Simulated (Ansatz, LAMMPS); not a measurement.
## Relaxing glassy 69SiO2-19Al2O3-6SrO-6Li2O (mol %) (106 atoms)

Wanted: the relaxed structure of glassy 69SiO2-19Al2O3-6SrO-6Li2O (mol %) (106 atoms) and its electronic structure.

Main program and level: Ansatz 0.2.0; Kohn-Sham DFT, RPBE, PAW (set soft_2), plane waves.

### Step 1. The structure

The cell holds 106 atoms: 22 Si, 12 Al, 2 Sr, 4 Li and 66 O. Cell: a = 11.450 Å, b = 11.450 Å, c = 11.450 Å, α = 90.0°, β = 90.0°, γ = 90.0°. 106 atoms (22 Si, 12 Al, 2 Sr, 4 Li, 66 O) placed at random at 2.43 g/cm³, melted at 4000 K for 10 ps at fixed volume with the Morse and Coulomb pair potential with partial charges (Pedone, Malavasi, Menziani, Cormack and Segre, J. Phys. Chem. B 110, 11780 (2006)). Quenched from 4000 K to 300 K at 50 K/ps and fixed volume, held 5 ps.

Limits known from the start: The quench rate of 50 K/ps is many orders above laboratory rates, so the cell is likely richer in defects and strain than a real sample. The network of bonds at the start is that of the classical potential that made the cell. Only the Γ point is sampled, in a cell whose shortest periodic width is 11 Å.

### Step 2. Making the structure

A classical potential supplies the starting structure, since it reaches far longer times than DFT.

This step: classical MD, Morse and Coulomb pair potential with partial charges (Pedone, Malavasi, Menziani, Cormack and Segre, J. Phys. Chem. B 110, 11780 (2006)) (LAMMPS 22 Jul 2025 - Update 4).

in.lmp

```
# melt-quench of Si22Al12Sr2Li4O66
units metal
atom_style charge
boundary p p p
region box block 0 11.4504 0 11.4504 0 11.4504
create_box 5 box
mass 1 28.0850   # Si
mass 2 26.9815   # Al
mass 3 87.6200   # Sr
mass 4 6.9400   # Li
mass 5 15.9990   # O
create_atoms 1 random 22 341389 NULL overlap 1.5 maxtry 2000
create_atoms 2 random 12 341396 NULL overlap 1.5 maxtry 2000
create_atoms 3 random 2 341403 NULL overlap 1.5 maxtry 2000
create_atoms 4 random 4 341410 NULL overlap 1.5 maxtry 2000
create_atoms 5 random 66 341417 NULL overlap 1.5 maxtry 2000
pair_style hybrid/overlay pedone 5.5 coul/long 8.0
pair_coeff * * coul/long
pair_coeff 1 5 pedone 0.340554 2.006700 2.100000 1   # Si-O
pair_coeff 2 5 pedone 0.361581 1.900442 2.164818 0.9   # Al-O
pair_coeff 3 5 pedone 0.019623 1.886000 3.328330 3   # Sr-O
pair_coeff 4 5 pedone 0.001114 3.429506 2.681360 1   # Li-O
pair_coeff 5 5 pedone 0.042395 1.379316 3.618701 22   # O-O
set type 1 charge 2.4
set type 2 charge 1.8
set type 3 charge 1.2
set type 4 charge 0.6
set type 5 charge -1.2
kspace_style pppm 1.0e-4
neigh_modify delay 0 every 1 check yes
thermo_style custom step time temp pe press density
thermo_modify norm yes
timestep 0.002
thermo 100
# [... 15 lines left out ...]
fix md all nvt temp 4000 300 0.2
run 37000 post no
unfix md
thermo 1250
fix md all nvt temp 300 300 0.2
run 2500 post no
unfix md
write_dump all custom glass.dump id type xs ys zs modify sort id
```

Launch:

```bash
> lmp -in in.lmp -log none -nocite
```

Numbers of over 12 decimals in the logs are rounded to 6 here.

What it wrote:

```text
LAMMPS (22 Jul 2025 - Update 4)
Created orthogonal box = (0 0 0) to (11.4504 11.4504 11.4504)
Created 22 atoms
Created 12 atoms
Created 2 atoms
Created 4 atoms
Created 66 atoms
PPPM initialization ...
  G vector (1/distance) = 0.37775061
  grid = 12 12 12
  estimated relative force accuracy = 7.1473619e-05
   Step          Time           Temp          PotEng         Press         Density
         0   0              0             -3.8408135      401469.76      2.4340228
        98   0.196          0             -15.208534     -27333.029      2.4340228
Loop time of 0.0608549 s on 1 MPI rank(s) for 98 steps with 106 atoms
Minimization stats:
  Stopping criterion = energy tolerance
  Energy initial, next-to-last, final =
      -3.8408135334039  -15.2070140155166  -15.2085344342436
  Force two-norm initial, final = 284.14631 2.7403531
  Iterations, force evaluations = 98 128
   Step          Time           Temp          PotEng         Press         Density
         0   0              4000          -15.208534      11292.199      2.4340228
       500   1              1988.255      -14.985857     -10519.694      2.4340228
      1000   2              1878.0671     -15.007417      6.6318974      2.4340228
Loop time of 0.387767 s on 1 MPI rank(s) for 1000 steps with 106 atoms
   Step          Time           Temp          PotEng         Press         Density
      1000   2              1878.0671     -15.007417      6.6318974      2.4340228
      1666   3.332          4459.2704     -14.598522      10347.89       2.4340228
      2499   4.998          4253.6149     -14.682311      16947.966      2.4340228
      3332   6.664          4301.3124     -14.665926     -6218.7142      2.4340228
      4165   8.33           3960.6052     -14.672612      10903.336      2.4340228
      4998   9.996          3731.4282     -14.690406      12280.834      2.4340228
      5831   11.662         3975.7845     -14.70277       361.69207      2.4340228
[... 1 line left out ...]
Loop time of 2.05186 s on 1 MPI rank(s) for 5000 steps with 106 atoms
   Step          Time           Temp          PotEng         Press         Density
[... 12 lines left out ...]
Loop time of 14.5049 s on 1 MPI rank(s) for 37000 steps with 106 atoms
   Step          Time           Temp          PotEng         Press         Density
     43000   86             289.93899     -15.338891     -4970.8784      2.4340228
     43750   87.5           275.11091     -15.337624     -11992.66       2.4340228
     45000   90             307.859       -15.341184     -10064.96       2.4340228
     45500   91             245.8478      -15.337899     -2937.3329      2.4340228
Loop time of 0.882995 s on 1 MPI rank(s) for 2500 steps with 106 atoms
```

Run time: 18 s. Hardware: 1 thread of Arm Neoverse V2, shared host; peak memory 0.069 GiB.

### Step 3. Single point at the start

A single point comes first, to see the forces before anything moves.

input.yaml

```yaml
crystal:
  lattice:
    - [11.4504, 0.0, 0.0]
    - [0.0, 11.4504, 0.0]
    - [0.0, 0.0, 11.4504]
  atoms:
    - { symbol: Si, position: [0.61693, 0.62177, 0.51239] }
    - { symbol: Si, position: [0.06057, 0.02505, 0.7539] }
    - { symbol: Si, position: [0.60608, 0.85744, 0.65193] }
    - { symbol: Si, position: [0.03473, 0.28686, 0.49319] }
    - { symbol: Si, position: [0.71277, 0.96197, 0.95862] }
    - { symbol: Si, position: [0.01455, 0.50935, 0.81725] }
    - { symbol: Si, position: [0.30608, 0.34669, 0.45586] }
    - { symbol: Si, position: [0.1407, 0.26472, 0.85481] }
    - { symbol: Si, position: [0.08841, 0.65503, 0.05273] }
    - { symbol: Si, position: [0.02816, 0.68604, 0.599] }
    - { symbol: Si, position: [0.95122, 0.32843, 0.23096] }
    - { symbol: Si, position: [0.87527, 0.94466, 0.4003] }
    - { symbol: Si, position: [0.29682, 0.71882, 0.55012] }
    - { symbol: Si, position: [0.27823, 0.10889, 0.32482] }
    - { symbol: Si, position: [0.44251, 0.43191, 0.14678] }
    - { symbol: Si, position: [0.89847, 0.0569, 0.14646] }
    - { symbol: Si, position: [0.09374, 0.92338, 0.00031] }
    - { symbol: Si, position: [0.43516, 0.48941, 0.64901] }
    - { symbol: Si, position: [0.77945, 0.60277, 0.89612] }
    - { symbol: Si, position: [0.79874, 0.04885, 0.64218] }
    - { symbol: Si, position: [0.3504, 0.95886, 0.12051] }
    - { symbol: Si, position: [0.1099, 0.01582, 0.50258] }
    - { symbol: Al, position: [0.19437, 0.27668, 0.13432] }
    - { symbol: Al, position: [0.555, 0.44624, 0.88907] }
    - { symbol: Al, position: [0.40632, 0.59157, 0.34113] }
    - { symbol: Al, position: [0.84317, 0.66894, 0.40353] }
    - { symbol: Al, position: [0.63647, 0.19516, 0.80916] }
    - { symbol: Al, position: [0.36502, 0.69559, 0.08984] }
    - { symbol: Al, position: [0.36322, 0.97626, 0.64266] }
    - { symbol: Al, position: [0.86534, 0.56922, 0.15114] }
    - { symbol: Al, position: [0.57045, 0.7359, 0.90125] }
    - { symbol: Al, position: [0.85403, 0.83788, 0.75748] }
    - { symbol: Al, position: [0.45577, 0.05969, 0.88006] }
    - { symbol: Al, position: [0.36615, 0.2399, 0.69471] }
    - { symbol: Sr, position: [0.77562, 0.39729, 0.66703] }
    - { symbol: Sr, position: [0.62623, 0.79001, 0.22524] }
    - { symbol: Li, position: [0.67642, 0.49742, 0.31834] }
    - { symbol: Li, position: [0.11117, 0.50387, 0.25612] }
    - { symbol: Li, position: [0.68986, 0.36886, 0.13071] }
    - { symbol: Li, position: [0.37102, 0.804, 0.78166] }
    - { symbol: O, position: [0.55278, 0.40218, 0.22441] }
    - { symbol: O, position: [0.77103, 0.0364, 0.06812] }
    - { symbol: O, position: [0.33284, 0.69932, 0.41961] }
    - { symbol: O, position: [0.87015, 0.50412, 0.8357] }
    - { symbol: O, position: [0.15898, 0.24978, 0.98888] }
    - { symbol: O, position: [0.8892, 0.98969, 0.2685] }
    - { symbol: O, position: [0.40232, 0.82864, 0.14845] }
    - { symbol: O, position: [0.07246, 0.35871, 0.18031] }
    - { symbol: O, position: [0.62848, 0.05238, 0.88678] }
    - { symbol: O, position: [0.75084, 0.59275, 0.51026] }
    - { symbol: O, position: [0.35896, 0.59933, 0.61334] }
    - { symbol: O, position: [0.32507, 0.22293, 0.38979] }
    - { symbol: O, position: [0.33455, 0.12473, 0.61578] }
    - { symbol: O, position: [0.16228, 0.70783, 0.5736] }
    - { symbol: O, position: [0.04889, 0.58462, 0.93527] }
    - { symbol: O, position: [0.47876, 0.19219, 0.79722] }
    - { symbol: O, position: [0.33582, 0.83935, 0.61562] }
    - { symbol: O, position: [0.80788, 0.82209, 0.39438] }
    - { symbol: O, position: [0.5551, 0.60878, 0.38471] }
    - { symbol: O, position: [0.73892, 0.91798, 0.67313] }
    - { symbol: O, position: [0.3748, 0.36249, 0.58553] }
    - { symbol: O, position: [0.34214, 0.46164, 0.39136] }
    - { symbol: O, position: [0.80095, 0.61272, 0.02757] }
    - { symbol: O, position: [0.85613, 0.41891, 0.18433] }
    - { symbol: O, position: [0.32786, 0.35788, 0.15196] }
    - { symbol: O, position: [0.22344, 0.65607, 0.08579] }
    - { symbol: O, position: [0.79352, 0.62949, 0.26578] }
    - { symbol: O, position: [0.63776, 0.585, 0.882] }
    - { symbol: O, position: [0.42159, 0.57682, 0.18878] }
    - { symbol: O, position: [0.64103, 0.84023, 0.99617] }
    - { symbol: O, position: [0.91513, 0.19137, 0.18683] }
    - { symbol: O, position: [0.03169, 0.57605, 0.69451] }
    - { symbol: O, position: [0.08582, 0.94615, 0.86187] }
    - { symbol: O, position: [0.61352, 0.75121, 0.56562] }
    - { symbol: O, position: [0.00825, 0.60489, 0.15834] }
    - { symbol: O, position: [0.05304, 0.78882, 0.02396] }
    - { symbol: O, position: [0.49369, 0.43675, 0.01934] }
    - { symbol: O, position: [0.00231, 0.93393, 0.4501] }
    [... 22 atom lines left out ...]
    - { symbol: O, position: [0.00155, 0.99951, 0.06873] }
    - { symbol: O, position: [0.465, 0.45589, 0.77378] }
    - { symbol: O, position: [0.55836, 0.5232, 0.59334] }
    - { symbol: O, position: [0.81217, 0.03709, 0.50591] }
    - { symbol: O, position: [0.8176, 0.91946, 0.88721] }
    - { symbol: O, position: [0.65812, 0.3296, 0.85452] }
kpoints:
  mp_grid: { grid: [1, 1, 1] }
hamiltonian:
  xc: rpbe
scf:
  occupations: { method: fermi_dirac, width: 0.05 }
output:
  forces: true
  stress: true
  populations: true
  dos:
    method: { smearing: { sigma: 0.15 } }
    de: 0.1
    projected: { site_lists: { Al: [Al], Li: [Li], O: [O], Si: [Si], Sr: [Sr] } }
  eigenvalues: true
```

Launch:

```bash
> ansatz run input.yaml --threads 4 --pin off --max-ram 8192MiB --backend cpu --events-out ev --progress --plain --runs-dir out
```

What it wrote:

```text
Engine: ansatz 0.2.0, aarch64-unknown-linux-gnu
Pseudopotentials: kind: paw
Pseudopotential: Si, paw, valence charge 4, recommended cutoff 420 eV (normal), Si.paw.azcp
Pseudopotential: Al, paw, valence charge 3, recommended cutoff 420 eV (normal), Al.paw.azcp
Pseudopotential: Sr, paw, valence charge 10, recommended cutoff 420 eV (normal), Sr.paw.azcp
Pseudopotential: Li, paw, valence charge 3, recommended cutoff 420 eV (normal), Li.paw.azcp
Pseudopotential: O, paw, valence charge 6, recommended cutoff 420 eV (normal), O.paw.azcp
[... 5 lines on functional and potentials left out ...]
Crystal: 106 atoms, lattice volume = 1501.281 Å³
Basis set: ecut = 420 eV, 29423 PW (Γ), exchange–correlation on 160×160×160 points (8 copies of the dense FFT grid, shifted against one another)
Bands: 382, of which v1, the nominal top of the filled ones, is band 276 counted from 1 (275 counted from 0)
Symmetry: 1 space group operations
Space group: P1 (ITA 1), of the structure as read, at distance tolerance 1.1e-4 Å
k-points: 1
[... 15 lines on functional and potentials left out ...]
Initial density: superposition of atomic densities (neutral atoms: chi_scale 0, normalization atom), corrected by the library's trained network
Initial wavefunctions: pseudopotential atomic-orbital guess
Functional: x = rpbe, c = pbe(β = 0.066725)
SCF iter   1: F=—  HF=-66148.464664 eV  |F-HF|=—  |Δ(HF+E_count)|=         —  Δρ=3.93e-3  dr2=3.16e-1  ethr=1.77e-3  ⟨swp⟩=7.0  Hψ=2007  notcnv=0  defer=65
preconditioner: auto → Resta (q_TF=auto, 2.309 Å⁻¹)  ε∞=3.0  [insulator: Δε(μ)=3.445 eV  Ē_g=15.852 eV  σ=0.050 eV  W_gap=1.00  n_scr=304 (ndim 8)  ℏωp=22.3 eV  f_vac=0.191  D(μ)=0.00/eV (n_scr^D=0)  ε∞_Penn≈3.0]
SCF iter   2: F=—  HF=-66148.418276 eV  |F-HF|=—  |Δ(HF+E_count)|=   4.64e-2  Δρ=2.07e-3  dr2=5.80e-2  ethr=5.73e-5  ⟨swp⟩=2.0  Hψ=648  notcnv=0  defer=98
SCF iter   3: F=—  HF=-66148.416287 eV  |F-HF|=—  |Δ(HF+E_count)|=   1.99e-3  Δρ=7.81e-4  dr2=1.53e-2  ethr=1.05e-5  ⟨swp⟩=2.0  Hψ=492  notcnv=0  defer=98
SCF iter   4: F=—  HF=-66148.415159 eV  |F-HF|=—  |Δ(HF+E_count)|=   1.13e-3  Δρ=2.60e-4  dr2=1.10e-3  ethr=2.76e-6  ⟨swp⟩=2.0  Hψ=499  notcnv=0  defer=98
SCF iter   5: F=—  HF=-66148.415349 eV  |F-HF|=—  |Δ(HF+E_count)|=   1.90e-4  Δρ=1.65e-4  dr2=3.48e-4  ethr=2.00e-7  ⟨swp⟩=2.0  Hψ=544  notcnv=0  defer=98
SCF iter   6: F=—  HF=-66148.415339 eV  |F-HF|=—  |Δ(HF+E_count)|=   9.87e-6  Δρ=3.06e-5  dr2=1.54e-5  ethr=6.31e-8  ⟨swp⟩=2.0  Hψ=507  notcnv=0  defer=98
SCF iter   7: F=—  HF=-66148.415308 eV  |F-HF|=—  |Δ(HF+E_count)|=   3.19e-5  Δρ=2.14e-5  dr2=5.13e-6  ethr=2.79e-9  ⟨swp⟩=2.0  Hψ=658  notcnv=0  defer=98
SCF iter   8: F=—  HF=-66148.415308 eV  |F-HF|=—  |Δ(HF+E_count)|=   3.99e-9  Δρ=6.30e-6  dr2=4.71e-7  ethr=9.29e-10  ⟨swp⟩=2.0  Hψ=509  notcnv=0  defer=98
SCF iter   9: F=-66148.415308 eV  HF=-66148.415308 eV  |F-HF|=2.68e-8  |Δ(HF+E_count)|=   2.62e-7  Δρ=2.04e-6  dr2=5.70e-8  ethr=1.81e-11  ⟨swp⟩=17.0  Hψ=2366  notcnv=0
SCF 1 converged in 9 iterations: F = -66148.415308 eV  dr2 = 5.70e-8
  greatest PAW one-centre occupation: 1.000 electrons in one spin orbital (limit 2), on the Li atom at site 37 (counted from 0), in its partial waves of l = 0
SCF converged after 9 iterations
Free energy (F): -66148.415308 eV
Harris-Foulkes:  -66148.415308 eV  (|F-HF|=2.68e-8)
Internal energy: -66148.415308 eV  (E = F + TS)
E sigma→0 (E₀):  -66148.415308 eV
Fermi energy:    5.088489 eV
--- Per-component energies (eV) ---
  E_band       = -2903.029906
  E_kinetic    = 13722.520490
  E_local      = -41886.869338  (includes V_loc(G=0)·N_el)
  E_nonlocal   = 4027.938047
  E_hartree    = 15966.724909
  E_xc         = -7057.479766
  E_vxc        = -8076.678356  (∫ρ·V_xc dr)
  E_paw        = -33070.210186  (= ΣΔE_a)
  E_vpaw       = -2623.554933  (= ΣTr[D̂ρ^β])
  E_aug_tail   = 0.167833  (compensation charges beyond the density's cutoff)
  E_ewald      = -17848.959287
  E_core_change = -2.248011  (= ΣΔE_core)
  E_smearing   = -0.000000  (= −TS)
  E_closure    = -0.000000  (closes the sum)
  Σ components = -66148.415308   (vs F -66148.415308, Δ=0.00e0)
--- Forces (eV/Å), atoms counted from 1 ---
  atom   1  Si    -1.11128983     1.15970480     0.39186017
  atom   2  Si    -1.32334874     1.34553611    -2.70210569
  atom   3  Si     0.11418346     0.88796999     1.05227447
  atom   4  Si     2.39009599    -1.23695564    -2.02814841
  atom   5  Si    -0.29289382    -0.43351182     1.51815797
  atom   6  Si    -0.55672678     2.27293082     0.90295873
  atom   7  Si    -2.90139574    -1.25969270     0.14394972
  atom   8  Si     1.09886218     1.59648248    -0.78624439
  atom   9  Si    -0.17973573     0.64636949    -1.37317782
  atom  10  Si    -1.13080892    -0.98509304     0.19830034
  atom  11  Si    -0.70475301    -4.19737575     0.73209732
  atom  12  Si    -0.94796917     1.16066744     1.90124009
  atom  13  Si     0.92023175    -0.45883547     1.39582386
  atom  14  Si    -1.39893800     0.52537862    -1.54011793
[...]
atom 105  O      3.02501916    -0.74972677    -2.16599735
  atom 106  O      0.88050412     3.12815808     0.81784467
  max |Σ_I F_I| component: 1.81e-4 eV/Å
--- Stress (GPa, compression-positive) ---
        8.909505      -0.073231      -1.084893
       -0.073231       7.096596      -0.832576
       -1.084892      -0.832584       9.918325
  P = ⅓ Tr σ = 8.6415 GPa (86.415 kbar)
--- Band table (eV) ---
  k-point 0: bands = ["-42.2792", "-42.2231", "-42.1022", "-41.1511", [... 366 levels ...], "13.2354", "13.2889", "13.3144", "13.3742", "13.3874", "13.4413", "13.4922", "13.5024", "13.5604", "13.5871", "13.6345", "13.7126"]
--- Löwdin populations: 106 sites ---
  site symbol       q [e]
     0     Si      2.2781
     1     Si      2.1580
     2     Si      2.2267
[...]
105      O      6.9618
  spilling = 0.011899 (of n_electrons = 552.000000)
```

Wall time 23 s (4 threads of Arm Neoverse V2, shared host); peak memory 1.9 GiB.

Numbers from this run:

* free energy: -66148.4153 eV
* free energy per atom: -624.0417 eV/atom
* SCF cycles: 9
* pressure: 8.641 GPa
* r.m.s. force component: 1.337 eV/Å
* longest force: 5.686 eV/Å
* Fermi energy: 5.088 eV
* gap (highest filled to lowest empty level): 3.115 eV
* spilling of the projection: 0.0119

The r.m.s. force component of 1.3 eV/Å and the pressure of 8.6 GPa set the starting point.

Neighbours are counted within 2.12 Å (O-Si), 2.19 Å (O-Al), 2.33 Å (O-Li), 3.23 Å (O-Sr).

Length of the force by element and coordination:

```csv
element,coordination,atoms,mean length of the force (eV/Å),spread,least,most
Al,all,12,1.92,1.26,0.789,5.52
Li,all,4,0.569,0.212,0.227,0.757
Li,2,2,0.393,0.166,0.227,0.558
Li,3,2,0.745,0.0116,0.734,0.757
O,all,66,2.02,1.04,0.452,5.69
O,2,43,1.98,1.11,0.452,5.69
O,3,21,2.13,0.928,1.02,4.83
O,4,2,1.53,0.309,1.22,1.84
Si,all,22,2.45,1.14,0.803,5.55
Sr,all,2,1.00,0.449,0.552,1.45
Sr,5,1,0.552,0,0.552,0.552
Sr,6,1,1.45,0,1.45,1.45
```

[end of part 1 of 4]

[Logs are printed without paths, hosts, clocks, repeated set-up lines and the standing remarks that a program may print on its own settings, such as how far it seeks lower states.]

[Hosts, paths, dates, database ids (printed as entryN), source tags and the programs' standing remarks are cut or masked in the printed files.]
